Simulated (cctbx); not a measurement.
# Reading a Patterson map

Space group P6_3mc (no. 186), a = 10.0820 Å, b = 10.0820 Å, c = 6.3810 Å, α = 90.00°, β = 90.00°, γ = 120.00°, content W6 Y14.

Simulated single-crystal data (cctbx): Cu Kα, λ = 1.54184 Å, to d = 0.83 Å, 95 % of the full sphere, strongest reflection 40000 counts, noise from counting, a 4 % proportional error and a noise floor of 15 counts (s.d.); no absorption, some extinction.

Patterson synthesis, origin scaled to 1000:

```text
Patterson group P 6/m m m
      u       v       w   height  length (A)
  0.000   0.000   0.000   1000.0     0.00
  0.000   0.426   0.000    216.9     4.29
  0.189   0.378   0.500    198.2     4.59
  0.333   0.667   0.288    147.7     6.10
  0.000   0.380   0.000    140.2     3.83
  0.140   0.280   0.229    123.2     2.85
  0.069   0.535   0.500    101.3     6.00
  0.124   0.247   0.500     97.5     3.85
  0.247   0.624   0.500     95.2     6.34
  0.208   0.415   0.190     74.5     3.82
  0.066   0.132   0.500     70.8     3.39
  0.053   0.526   0.275     68.9     5.36
  0.333   0.667   0.052     65.2     5.83
  0.076   0.350   0.268     57.6     3.65
```

**Question.** Which atom pairs make the peaks, and where is the heaviest atom?

A peak at u stands for all pairs with xi − xj = u, with weight Σ ZiZj against Σ Z² = 54150 at the origin. Peak heights follow these weights only roughly, since form factors, motion and series ripples differ, all vectors within 0.55 Å of a peak are counted as merged into it though the farther ones add only part of their weight, and F(000) is left out, which lowers the whole map:

| u | v | w | shortest length (Å) | height | 1000 ΣZiZj/ΣZ² | pairs in the cell |
| --- | --- | --- | --- | --- | --- | --- |
| 0.000 | 0.426 | 0.000 | 4.29 | 217 | 315 | 2 × W–W, 4 × Y–Y |
| 0.189 | 0.378 | 0.500 | 4.59 | 198 | 202 | 2 × W–W |
| 0.333 | 0.667 | 0.288 | 6.10 | 148 | 244 | 3 × W–Y, 3 × Y–Y |
| 0.000 | 0.380 | 0.000 | 3.83 | 140 | 315 | 2 × W–W, 4 × Y–Y |
| 0.140 | 0.280 | 0.229 | 2.85 | 123 | 160 | 3 × W–Y |
| 0.069 | 0.535 | 0.500 | 5.99 | 101 | 269 | 4 × W–Y, 2 × Y–Y |
| 0.124 | 0.247 | 0.500 | 3.85 | 98 | 112 | 4 × Y–Y |
| 0.247 | 0.624 | 0.500 | 6.34 | 95 | 101 | 1 × W–W |
| 0.208 | 0.415 | 0.190 | 3.82 | 74 | 84 | 3 × Y–Y |
| 0.066 | 0.132 | 0.500 | 3.39 | 71 | 135 | 2 × W–Y, 1 × Y–Y |

The table stops at ten peaks or at a height of 45, below which ripples compete. In the model behind the data W, the heaviest element, has 1 independent site: (0.8113, 0.1887, 0.6976), up to an allowed shift of origin; the W–W vectors are differences of these positions and their symmetry mates. The whole model:

```csv
atom,mult.,x,y,z,Ueq (Å²)
W1,6,0.8113,0.1887,0.6976,0.0034
Y1,6,0.5383,0.4617,0.9345,0.0037
Y2,6,0.1240,0.8760,0.7553,0.0037
Y3,2,1/3,2/3,0.9676,0.0045
```

The model is made up (kin elements in a known structure type, no relaxation), so it says nothing on whether the phase exists.

[Logs are printed without paths, hosts, clocks, repeated set-up lines and the standing remarks that a program may print on its own settings, such as how far it seeks lower states.]
